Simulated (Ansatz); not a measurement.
## Lattice dynamics of TiSn (model cell, started as zinc blende)

Task: relax TiSn (model cell, started as zinc blende), then find its harmonic phonons.

Method: DFT PBEsol, scalar-relativistic, plane waves, PAW, in Ansatz 0.2.0.

The structure was built from a prototype and need not be the compound's stable phase.

**1. Starting point**

It takes space group F-43m (No. 216, cubic). Conventional cell: a = 6.089 Å, b = 6.089 Å, c = 6.089 Å, α = 90.00°, β = 90.00°, γ = 90.00°. Ti has 4 Sn at 2.64 Å nearest. Sn has 4 Ti at 2.64 Å nearest. Farther neighbours are not listed.

**2. Bringing the structure to rest**

Harmonic phonons are second derivatives at a point where the forces vanish, and they are wanted at zero stress, so atoms and cell are relaxed first.

Input file input.yaml:

```yaml
crystal:
  lattice:
    - [0.0, 3.0446, 3.0446]
    - [3.0446, 0.0, 3.0446]
    - [3.0446, 3.0446, 0.0]
  atoms:
    - { symbol: Ti, position: [0.0, 0.0, 0.0] }
    - { symbol: Sn, position: [0.25, 0.25, 0.25] }
kpoints:
  mp_grid: { grid: [10, 10, 10] }
hamiltonian:
  xc: pbesol
scf:
  occupations: { method: gaussian, width: 0.01 }
output:
  forces: true
  stress: true
  eigenvalues: true
relax:
  adjacent_minimum: "off"
  f_tol: 0.005
  max_steps: 80
  cell: { stress_tol: 0.05 }
```

Launch:

```
ansatz run input.yaml --threads 4 --pin off --max-ram 7168MiB --backend cpu --events-out ev --progress --plain --runs-dir out
```

Numbers of over 12 decimals in the logs are rounded to 6 here.

Log:

```text
Engine: ansatz 0.2.0, aarch64-unknown-linux-gnu
Pseudopotentials: kind: paw
Pseudopotential: Ti, paw, valence charge 12, recommended cutoff 420 eV (normal), Ti.paw.azcp
Pseudopotential: Sn, paw, valence charge 14, recommended cutoff 420 eV (normal), Sn.paw.azcp
Functional definition: PBEsol
  exchange = pbesol_x
  correlation = pbesol_c
Crystal: 2 atoms, lattice volume = 56.444 Å³
Basis set: ecut = 420 eV, 1067 PW (Γ), exchange–correlation on 60×60×60 points (8 copies of the dense FFT grid, shifted against one another)
Bands: 17, of which v1, the nominal top of the filled ones, is band 13 counted from 1 (12 counted from 0)
Symmetry: 24 space group operations
Space group: F-43m (ITA 216), of the structure as read, at distance tolerance 3.8e-5 Å
k-points: 47 of 1000 (time reversal used)
Non-local potential: Ti, projectors of the file, l = 0: 3, l = 1: 2, l = 2: 3, l = 3: 1
Non-local potential: Sn, projectors of the file, l = 0: 2, l = 1: 2, l = 2: 2, l = 3: 2
PAW form: soft (Blöchl's): semilocal exchange-correlation on the pseudo side does not see the compensation charge
PAW frozen core: Ti, regenerated for the run's functional, and the local potential with it (the file was generated under x = pbe(κ = 0.804, μ = 0.219515), c = pbe(β = 0.066725))
PAW frozen core: Sn, regenerated for the run's functional, and the local potential with it (the file was generated under x = pbe(κ = 0.804, μ = 0.219515), c = pbe(β = 0.066725))
PAW one-centre angular grid: Ti, 590 points (default); XC on 64 Gauss nodes
PAW one-centre angular grid: Sn, 590 points (default); XC on 64 Gauss nodes
Initial density: superposition of atomic densities (neutral atoms: chi_scale 0, normalization atom), corrected by the library's trained network
Initial wavefunctions: pseudopotential atomic-orbital guess
Functional: x = pbesol(κ = 0.804, μ = 0.123457), c = pbesol(β = 0.046)
SCF iter   1: F=—  HF=-8421.990837 eV  |F-HF|=—  |Δ(HF+E_count)|=         —  Δρ=1.06e-2  dr2=7.83e-2  ethr=1.77e-3  ⟨swp⟩=6.0  Hψ=4189  notcnv=0
preconditioner: auto → none  [insulator: Δε(μ)=0.148 eV  Ē_g=13.948 eV  σ=0.010 eV  W_gap=1.00  n_scr=14 (ndim 8)  ℏωp=21.0 eV  f_vac=0.001  D(μ)=0.00/eV (n_scr^D=0)  ε∞_Penn≈3.3]
SCF iter   2: F=—  HF=-8421.979931 eV  |F-HF|=—  |Δ(HF+E_count)|=   1.09e-2  Δρ=2.96e-3  dr2=4.89e-3  ethr=3.01e-4  ⟨swp⟩=2.0  Hψ=1363  notcnv=0
SCF iter   3: F=—  HF=-8421.979577 eV  |F-HF|=—  |Δ(HF+E_count)|=   3.55e-4  Δρ=5.35e-4  dr2=5.55e-5  ethr=1.88e-5  ⟨swp⟩=2.0  Hψ=1116  notcnv=0
SCF iter   4: F=—  HF=-8421.979626 eV  |F-HF|=—  |Δ(HF+E_count)|=   4.94e-5  Δρ=1.55e-4  dr2=1.44e-5  ethr=2.14e-7  ⟨swp⟩=2.0  Hψ=1337  notcnv=0
SCF iter   5: F=—  HF=-8421.979622 eV  |F-HF|=—  |Δ(HF+E_count)|=   4.76e-6  Δρ=2.15e-5  dr2=1.60e-7  ethr=5.52e-8  ⟨swp⟩=2.0  Hψ=1222  notcnv=0
SCF iter   6: F=-8421.979622 eV  HF=-8421.979622 eV  |F-HF|=2.33e-8  |Δ(HF+E_count)|=   3.48e-8  Δρ=6.30e-6  dr2=2.44e-8  ethr=3.85e-10  ⟨swp⟩=5.1  Hψ=3541  notcnv=0
SCF 1 converged in 6 iterations: F = -8421.979622 eV  dr2 = 2.44e-8
  greatest PAW one-centre occupation: 0.999 electrons in one spin orbital (limit 2), on the Ti atom at site 0 (counted from 0), in its partial waves of l = 0
relax step   1: F+E_penalty+E_count = -8421.97962167 eV  Δ(F+E_penalty+E_count) = +0.000e0 eV  max|allowed force component| = 1.006e-16 eV/Å  Δτ_max = 0.0000 Å  P = +3.650 GPa  Ω = 56.444 Å³  (6 SCF iters, dr2 threshold 1.00e-7 eV, accepted)
Crystal: 2 atoms, lattice volume = 61.672 Å³
Basis set: ecut = 420 eV, 1243 PW (Γ), exchange–correlation on 60×60×60 points (8 copies of the dense FFT grid, shifted against one another)
Initial density: handed on by an earlier stage of this run
Initial wavefunctions: those handed on with the density
iter 1 solved again at ethr=1.00e-4 eV; its pass at ethr=3.10e-3 eV (dr2=2.61e-2 eV) is discarded
SCF iter   1: F=—  HF=-8422.019008 eV  |F-HF|=—  |Δ(HF+E_count)|=         —  Δρ=4.74e-3  dr2=2.64e-2  ethr=1.00e-4  ⟨swp⟩=1.2  Hψ=5459  notcnv=0
preconditioner: auto → none  [insulator: Δε(μ)=0.253 eV  Ē_g=3.878 eV  σ=0.010 eV  W_gap=1.00  n_scr=14 (ndim 8)  ℏωp=13.4 eV  f_vac=0.009  D(μ)=0.00/eV (n_scr^D=0)  ε∞_Penn≈12.9]
SCF iter   2: F=—  HF=-8422.015323 eV  |F-HF|=—  |Δ(HF+E_count)|=   3.69e-3  Δρ=1.36e-3  dr2=1.72e-3  ethr=1.00e-4  ⟨swp⟩=2.0  Hψ=1068  notcnv=0
SCF iter   3: F=—  HF=-8422.015281 eV  |F-HF|=—  |Δ(HF+E_count)|=   4.16e-5  Δρ=3.43e-4  dr2=5.73e-5  ethr=6.63e-6  ⟨swp⟩=2.0  Hψ=1098  notcnv=0
SCF iter   4: F=—  HF=-8422.015304 eV  |F-HF|=—  |Δ(HF+E_count)|=   2.33e-5  Δρ=4.87e-5  dr2=1.41e-6  ethr=2.21e-7  ⟨swp⟩=2.0  Hψ=978  notcnv=0
iter 5 did not close the SCF: its close was put off for the readings that it lacked (scf_convergence_deferred on its scf_iter line)
SCF iter   5: F=-8422.015305 eV  HF=-8422.015305 eV  |F-HF|=9.64e-9  |Δ(HF+E_count)|=   6.70e-7  Δρ=7.16e-6  dr2=2.48e-8  ethr=5.43e-9  ⟨swp⟩=2.0  Hψ=1222  notcnv=0
SCF iter   6: F=-8422.015305 eV  HF=-8422.015305 eV  |F-HF|=6.55e-11  |Δ(HF+E_count)|=   3.89e-9  Δρ=1.75e-6  dr2=1.10e-9  ethr=9.55e-11  ⟨swp⟩=2.0  Hψ=2820  notcnv=0
the search or the solves at the SCF's close seem to have found levels that the self-consistency loop had missed (the run counts 1). By its estimate they hold under 1e-12 electrons; where the run keeps them, the occupations were computed again with them
SCF 2 converged in 6 iterations: F = -8422.015305 eV  dr2 = 1.10e-9
relax step   2: F+E_penalty+E_count = -8422.01530495 eV  Δ(F+E_penalty+E_count) = -3.568e-2 eV  max|allowed force component| = 1.336e-16 eV/Å  Δτ_max = 0.0000 Å  P = -1.102 GPa  Ω = 61.672 Å³  energy of the carried Pulay correction = -4.621e-4 eV  (6 SCF iters, dr2 threshold 2.00e-7 eV, accepted)
Crystal: 2 atoms, lattice volume = 60.376 Å³
iter 1 solved again at ethr=3.15e-6 eV; its pass at ethr=3.10e-3 eV (dr2=8.19e-4 eV) is discarded
SCF iter   1: F=—  HF=-8422.020508 eV  |F-HF|=—  |Δ(HF+E_count)|=         —  Δρ=9.74e-4  dr2=1.06e-3  ethr=3.15e-6  ⟨swp⟩=2.0  Hψ=5737  notcnv=0
preconditioner: auto → none  [insulator: Δε(μ)=0.195 eV  Ē_g=13.651 eV  σ=0.010 eV  W_gap=1.00  n_scr=14 (ndim 8)  ℏωp=20.3 eV  f_vac=0.001  D(μ)=0.00/eV (n_scr^D=0)  ε∞_Penn≈3.2]
SCF iter   2: F=—  HF=-8422.020362 eV  |F-HF|=—  |Δ(HF+E_count)|=   1.45e-4  Δρ=3.02e-4  dr2=7.70e-5  ethr=3.15e-6  ⟨swp⟩=2.1  Hψ=1131  notcnv=0
SCF iter   3: F=—  HF=-8422.020359 eV  |F-HF|=—  |Δ(HF+E_count)|=   3.15e-6  Δρ=7.86e-5  dr2=3.20e-6  ethr=2.96e-7  ⟨swp⟩=2.0  Hψ=885  notcnv=0
iter 4 did not close the SCF: its close was put off for the readings that it lacked (scf_convergence_deferred on its scf_iter line)
SCF iter   4: F=-8422.020360 eV  HF=-8422.020360 eV  |F-HF|=1.01e-8  |Δ(HF+E_count)|=   8.83e-7  Δρ=1.44e-5  dr2=1.16e-7  ethr=1.23e-8  ⟨swp⟩=2.2  Hψ=1047  notcnv=0
iter 5 did not close the SCF: its close was put off for the readings that it lacked (scf_convergence_deferred on its scf_iter line)
SCF iter   5: F=-8422.020360 eV  HF=-8422.020360 eV  |F-HF|=1.46e-10  |Δ(HF+E_count)|=   3.20e-8  Δρ=1.86e-6  dr2=1.56e-9  ethr=4.45e-10  ⟨swp⟩=2.0  Hψ=1222  notcnv=0
SCF iter   6: F=-8422.020360 eV  HF=-8422.020360 eV  |F-HF|=1.64e-11  |Δ(HF+E_count)|=  8.04e-10  Δρ=3.88e-7  dr2=6.24e-11  ethr=5.99e-12  ⟨swp⟩=1.4  Hψ=2231  notcnv=0
SCF 3 converged in 6 iterations: F = -8422.020360 eV  dr2 = 6.24e-11
relax step   3: F+E_penalty+E_count = -8422.02036021 eV  Δ(F+E_penalty+E_count) = -5.055e-3 eV  max|allowed force component| = 1.236e-16 eV/Å  Δτ_max = 0.0000 Å  P = -0.102 GPa  Ω = 60.376 Å³  energy of the carried Pulay correction = -3.513e-4 eV  (6 SCF iters, dr2 threshold 2.00e-7 eV, accepted)
[...]
relax step   4: F+E_penalty+E_count = -8422.02041163 eV  Δ(F+E_penalty+E_count) = -5.142e-5 eV  max|allowed force component| = 1.425e-16 eV/Å  Δτ_max = 0.0000 Å  P = +0.003 GPa  Ω = 60.246 Å³  energy of the carried Pulay correction = -3.401e-4 eV  (6 SCF iters, dr2 threshold 2.62e-8 eV, accepted)
Initial wavefunctions: pseudopotential atomic-orbital guess (no wavefunctions were taken with the density)
iter 1 solved again at ethr=1.53e-7 eV; its pass at ethr=3.10e-3 eV (dr2=3.99e-5 eV) is discarded
SCF iter   1: F=—  HF=-8422.020710 eV  |F-HF|=—  |Δ(HF+E_count)|=         —  Δρ=1.97e-4  dr2=6.42e-7  ethr=1.53e-7  ⟨swp⟩=3.3  Hψ=5979  notcnv=0
preconditioner: auto → none  [insulator: Δε(μ)=0.197 eV  Ē_g=13.679 eV  σ=0.010 eV  W_gap=1.00  n_scr=14 (ndim 8)  ℏωp=20.3 eV  f_vac=0.002  D(μ)=0.00/eV (n_scr^D=0)  ε∞_Penn≈3.2]
SCF iter   2: F=—  HF=-8422.020761 eV  |F-HF|=—  |Δ(HF+E_count)|=   5.15e-5  Δρ=9.81e-5  dr2=1.56e-7  ethr=2.47e-9  ⟨swp⟩=2.1  Hψ=1186  notcnv=0
SCF iter   3: F=—  HF=-8422.020778 eV  |F-HF|=—  |Δ(HF+E_count)|=   1.66e-5  Δρ=1.03e-5  dr2=7.48e-9  ethr=6.01e-10  ⟨swp⟩=2.0  Hψ=906  notcnv=0
SCF iter   4: F=—  HF=-8422.020778 eV  |F-HF|=—  |Δ(HF+E_count)|=   1.70e-7  Δρ=7.92e-7  dr2=9.89e-11  ethr=2.88e-11  ⟨swp⟩=2.0  Hψ=1222  notcnv=0
iter 5 did not close the SCF: its close was put off for the readings that it lacked (scf_convergence_deferred on its scf_iter line)
SCF iter   5: F=-8422.020778 eV  HF=-8422.020778 eV  |F-HF|=2.36e-11  |Δ(HF+E_count)|=  6.88e-10  Δρ=1.49e-7  dr2=4.51e-12  ethr=1.00e-12  ⟨swp⟩=2.0  Hψ=1081  notcnv=0
SCF iter   6: F=-8422.020778 eV  HF=-8422.020778 eV  |F-HF|=3.64e-12  |Δ(HF+E_count)|=  2.36e-11  Δρ=2.92e-8  dr2=3.02e-13  ethr=1.00e-12  ⟨swp⟩=4.0  Hψ=3149  notcnv=0
SCF 5 converged in 6 iterations: F = -8422.020778 eV  dr2 = 3.02e-13
relax step   5: F+E_penalty+E_count = -8422.02077809 eV  Δ(F+E_penalty+E_count) = -3.665e-4 eV  max|allowed force component| = 1.605e-16 eV/Å  Δτ_max = 0.0000 Å  P = +0.008 GPa  Ω = 60.246 Å³  stress off target by 8.00e-3 GPa  SCF on the basis re-selected at this cell (its energy is not comparable with the rows above)  (6 SCF iters)
basis re-selected at this cell: Δ(F+E_penalty+E_count) = -3.665e-4 eV, ΔP = +0.005 GPa vs the last step (what re-selecting the basis moved, of the pressure what is left beyond the Pulay correction that the steps carried, after the strain that the cell walked since its last selection, with what the two solves' SCF thresholds leave and, on support functions, any second-order correction that the steps lacked; it is no m [...]
SCF converged after 6 iterations
Free energy (F): -8422.020778 eV
Harris-Foulkes:  -8422.020778 eV  (|F-HF|=3.64e-12)
Internal energy: -8422.020778 eV  (E = F + TS)
E sigma→0 (E₀):  -8422.020778 eV
Fermi energy:    7.079045 eV
--- Per-component energies (eV) ---
  E_band       = -351.946850
  E_kinetic    = 458.448035
  E_local      = -2319.301754  (includes V_loc(G=0)·N_el)
  E_nonlocal   = -19.078885
  E_hartree    = 1135.423921
  E_xc         = -474.056794
  E_vxc        = -216.011320  (∫ρ·V_xc dr)
  E_paw        = -5088.567818  (= ΣΔE_a)
  E_vpaw       = -526.850855  (= ΣTr[D̂ρ^β])
  E_aug_tail   = 0.000111  (compensation charges beyond the density's cutoff)
  E_ewald      = -2115.311818
  E_core_change = 0.424224  (= ΣΔE_core)
  E_smearing   = -0.000000  (= −TS)
  E_closure    = 0.000000  (closes the sum)
  Σ components = -8422.020778   (vs F -8422.020778, Δ=0.00e0)
--- Forces (eV/Å), atoms counted from 1 ---
  atom   1  Ti     0.00000000    -0.00000000    -0.00000000
  atom   2  Sn     0.00000000     0.00000000     0.00000000
  max |Σ_I F_I| component: 3.08e-16 eV/Å
--- Stress (GPa, compression-positive) ---
        0.007996      -0.000000      -0.000000
       -0.000000       0.007996      -0.000000
       -0.000000      -0.000000       0.007996
  P = ⅓ Tr σ = 0.0080 GPa (0.080 kbar)
--- Band table (eV; the first three rows and the last of 47) ---
  k-point 0: bands = [... 9 lower, -0.8285, 6.2297, 6.2297, 6.2297, 7.8533, 7.8533, 12.0542, 12.7168]
  k-point 1: bands = [... 9 lower, -0.7344, 6.0802, 6.2596, 6.2596, 7.8347, 7.8347, 11.3987, 12.4022]
  k-point 2: bands = [... 9 lower, -0.4665, 5.6883, 6.3310, 6.3310, 7.8083, 7.8083, 10.1222, 11.8431]
  k-point 46: bands = [... 9 lower, 0.9744, 5.0843, 5.8128, 6.7751, 7.2306, 7.8971, 8.1109, 8.5997]
--- Relaxed structure (4 steps of the walk, 4 accepted, 1 SCFs on fresh bases) ---
  F+E_penalty+E_count = -8422.02077809 eV   max|allowed force component| = 1.605e-16 eV/Å   (the final SCF, on the basis selected at the relaxed cell)
  cell:  # Å, volume = 60.2459 Å³
    - [0, 3.111471, 3.111471]
    - [3.111471, 0.0, 3.111471]
    - [3.111471, 3.111471, 0]
  atoms:
    - { symbol: Ti, position: [0, 0, 0] }
    - { symbol: Sn, position: [0.250000, 0.250000, 0.250000] }
```

Wall time 7.2 s (4 threads of Arm Neoverse V1, shared host); peak memory 0.42 GiB; 27 s of CPU time.

Relaxation path:

| step | energy less that of the first step (eV) | largest force component (eV/Å) | pressure (GPa) | volume (Å³) |
| --- | --- | --- | --- | --- |
| 1 | 0.0000 | 0.0000 | 3.65 | 56.44 |
| 2 | -0.0357 | 0.0000 | -1.10 | 61.67 |
| 3 | -0.0407 | 0.0000 | -0.10 | 60.38 |
| 4 | -0.0408 | 0.0000 | 0.00 | 60.25 |
| 5* | -0.0412 | 0.0000 | 0.01 | 60.25 |

Relaxation steps marked * repeat the geometry before them on a plane-wave basis chosen anew for their cell, so energy and pressure can jump there.

Forces are held to the 24 operations that the run works with; a distortion that breaks them can't arise in this run.

| conventional cell, symmetrised | before | after | change |
| --- | --- | --- | --- |
| a (Å) | 6.089 | 6.223 | +2.2 % |
| b (Å) | 6.089 | 6.223 | +2.2 % |
| c (Å) | 6.089 | 6.223 | +2.2 % |
| volume (Å³/atom) | 28.22 | 30.12 | +6.7 % |

The relaxed structure:

```cif
data_structure
_symmetry_space_group_name_H-M 'P 1'
_symmetry_Int_Tables_number 1
_cell_length_a 4.4003
_cell_length_b 4.4003
_cell_length_c 4.4003
_cell_angle_alpha 60.000
_cell_angle_beta 60.000
_cell_angle_gamma 60.000
_cell_volume 60.25
loop_
_atom_site_label
_atom_site_type_symbol
_atom_site_fract_x
_atom_site_fract_y
_atom_site_fract_z
_atom_site_occupancy
Ti1 Ti 0.00000 0.00000 0.00000 1
Sn2 Sn 0.25000 0.25000 0.25000 1
```

This step gave:

```
pressure           : 0.007996 GPa
gap on the k-mesh  : 0.1971 eV
volume per atom    : 30.12 Å³
direct gap on mesh : 0.1971 eV
```

In this step the volume went from 28.22 to 30.12 Å³/atom.

**3. Tight relaxation**

Phonons need a cell at rest on their own settings, so the relaxation is repeated with tight tolerances on forces and stress on the k mesh and occupations of the first response run.

input.yaml, the sections that differ from step 2:

```yaml
crystal:
  lattice:
    - [0.0, 3.1114707669, 3.1114707669]
    - [3.1114707669, 0.0, 3.1114707669]
    - [3.1114707669, 3.1114707669, 0.0]
  atoms:
    - { symbol: Ti, position: [0.0, 0.0, 0.0] }
    - { symbol: Sn, position: [0.25, 0.25, 0.25] }
kpoints:
  mp_grid: { grid: [12, 12, 12] }
relax:
  adjacent_minimum: "off"
  f_tol: 0.001
  max_steps: 60
  cell: { stress_tol: 0.01 }
# hamiltonian, scf, output: as in step 2
```

Log:

```text
[...]
Crystal: 2 atoms, lattice volume = 60.246 Å³
Basis set: ecut = 420 eV, 1243 PW (Γ), exchange–correlation on 60×60×60 points (8 copies of the dense FFT grid, shifted against one another)
Bands: 17, of which v1, the nominal top of the filled ones, is band 13 counted from 1 (12 counted from 0)
Symmetry: 24 space group operations
[...]
k-points: 72 of 1728 (time reversal used)
[...]
k-point 71: bands = [... 9 lower, 0.9752, 5.3266, 5.5220, 6.7567, 7.2341, 7.8908, 8.1110, 8.5962]
--- Relaxed structure (1 steps of the walk, 1 accepted, 1 SCFs on fresh bases) ---
[...]
cell:  # Å, volume = 60.2459 Å³
    - [0.0, 3.1114707669, 3.1114707669]
    - [3.1114707669, 0.0, 3.1114707669]
    - [3.1114707669, 3.1114707669, 0.0]
  atoms:
    - { symbol: Ti, position: [0.0, 0.0, 0.0] }
    - { symbol: Sn, position: [0.25, 0.25, 0.25] }
[key lines of the parts left out:]
SCF converged after 8 iterations
Free energy (F): -8422.020743 eV
Fermi energy:    7.078995 eV
P = ⅓ Tr σ = 0.0088 GPa (0.088 kbar)
```

It took 5.7 s on 4 threads; peak memory 0.45 GiB; 20 s of CPU time.

Little changed from the start: no atom moved by 0.005 Å and no cell edge by 0.1 %.

This step gave:

```yaml
pressure: 0.008764 GPa
gap_on_the_k_mesh: 0.1970 eV
direct_gap_on_mesh: 0.1970 eV
```

The forces vanish by symmetry and the pressure is 0.009 GPa, within the tolerances set. The cell now holds 30.12 Å³/atom.

**4. Linear response at the zone centre**

The zone centre comes first: it holds the modes that light can see, as far as symmetry allows. No field response is asked.

Changes to input.yaml since step 3:

```diff
@@ -15,9 +15,4 @@
 output:
-  forces: true
-  stress: true
   eigenvalues: true
-relax:
-  adjacent_minimum: "off"
-  f_tol: 0.001
-  max_steps: 60
-  cell: { stress_tol: 0.01 }
+phonons:
+  method: dfpt
```

Log:

```text
zone centre: on kpoints.mp_grid the ground state, and the responses unless they are solved on pairs of k-points, stand on 163 of the mesh's 1728 k-points, reduced under 8 symmetry operations, with k and −k counted as one. Each operation leaves every solved displacement unchanged or reverses it
[...]
Crystal: 2 atoms, lattice volume = 60.246 Å³
Basis set: ecut = 420 eV, 1243 PW (Γ), exchange–correlation on 60×60×60 points (8 copies of the dense FFT grid, shifted against one another)
Bands: 17, of which v1, the nominal top of the filled ones, is band 13 counted from 1 (12 counted from 0)
Symmetry: 24 space group operations
k-points: 163 of 1728 (irreducible under 8 space group operations, time reversal used)
[...]
SCF iter   1: F=—  HF=-8422.034108 eV  |F-HF|=—  |Δ(HF+E_count)|=         —  Δρ=1.08e-2  dr2=9.63e-2  ethr=1.77e-3  ⟨swp⟩=6.1  Hψ=14905  notcnv=0
[...]
SCF iter   8: F=-8422.020743 eV  HF=-8422.020743 eV  |F-HF|=5.46e-12  |Δ(HF+E_count)|=  5.46e-12  Δρ=6.62e-8  dr2=3.51e-12  ethr=1.00e-12  ⟨swp⟩=5.9  Hψ=10675  notcnv=0
SCF 1 converged in 8 iterations: F = -8422.020743 eV  dr2 = 3.51e-12
[...]
DFPT response loops at Γ: preconditioner auto → Resta (q_TF=auto, 2.372 Å⁻¹)  ε∞=17.5 (no band partly filled); β = 1.00, the filter's whole step (`scf.mixing.beta` (0.50) is not read by the response loops at its default; to damp them type it under 1.00, their step now; it binds the ground state too); Broyden in place of MSR1
SCF converged after 8 iterations
Free energy (F): -8422.020743 eV
[...]
Internal energy: -8422.020743 eV  (E = F + TS)
E sigma→0 (E₀):  -8422.020743 eV
Fermi energy:    7.078995 eV
[...]
--- Band table (eV; the first three rows and the last of 163) ---
  k-point 0: bands = [... 9 lower, -0.8285, 6.2296, 6.2296, 6.2296, 7.8531, 7.8531, 12.0542, 12.7168]
  k-point 1: bands = [... 9 lower, -0.7629, 6.1246, 6.2508, 6.2508, 7.8397, 7.8397, 11.5895, 12.4845]
  k-point 2: bands = [... 9 lower, -0.5728, 5.8391, 6.3051, 6.3051, 7.8141, 7.8141, 10.5466, 12.0347]
  k-point 162: bands = [... 9 lower, 0.9752, 5.3266, 5.5220, 6.7567, 7.2341, 7.8908, 8.1110, 8.5962]
--- Phonons (Γ-DFPT): 2 representative perturbations + reference, on 163 of 1728 k-points (Σ response iterations 6) ---
  k mesh reduced under 8 symmetry operations, with k and −k counted as one. Each operation leaves every solved displacement unchanged or reverses it
  ASR residual: 5.964e-5 → 0.000e0 eV/Å²; symmetrization residual: 6.641e-6 eV/Å²
  ASR residual per site (eV/Å²): 5.96e-5 3.56e-5
  Γ frequencies (cm⁻¹): 0.00 0.00 0.00 214.87 214.87 214.87
  non-analytic LO–TO correction: not included (Born effective charges unavailable; polar crystals: no LO–TO splitting at Γ)
```

Wall time 16 s (4 threads); peak memory 0.82 GiB; 59 s of CPU time.

This step gave:

| Item | Value |
| --- | --- |
| sum-rule residual before enforcement | 5.96e-5 eV/Å² |
| point group | -43m |
| highest optical mode at the zone centre (no LO-TO term) | 214.9 cm⁻¹ |
| lowest optical zone-centre mode | 214.9 cm⁻¹ |

Without the LO-TO term. Patterns of degenerate modes are one choice out of their space. Modes at Γ, with each element's share of the kinetic energy:

| mode | frequency (cm⁻¹) | symmetry | Ti % | Sn % |
| --- | --- | --- | --- | --- |
| 1 | 0.0 | acoustic | 29 | 71 |
| 2 | 0.0 | acoustic | 29 | 71 |
| 3 | 0.0 | acoustic | 29 | 71 |
| 4 | 214.9 | T2 | 71 | 29 |
| 5 | 214.9 | T2 | 71 | 29 |
| 6 | 214.9 | T2 | 71 | 29 |

Displacements in mode 4 (214.9 cm⁻¹), the largest set to 1:
```
Ti1 -0.01  1.00  0.00
Sn2  0.00 -0.40  0.00
```

Before it was imposed, the acoustic sum rule was missed by 6.0e-5 eV/Å². Small misses are needed for a sound result but don't prove that mesh and cutoff are converged. The lowest optical mode is real, 215 cm⁻¹.

(Continued in part 2 of 2.)

[Logs are printed without paths, hosts, clocks, repeated set-up lines and the standing remarks that a program may print on its own settings, such as how far it seeks lower states.]

[Hosts, paths, dates, database ids (printed as entryN), source tags and the programs' standing remarks are cut or masked in the printed files.]
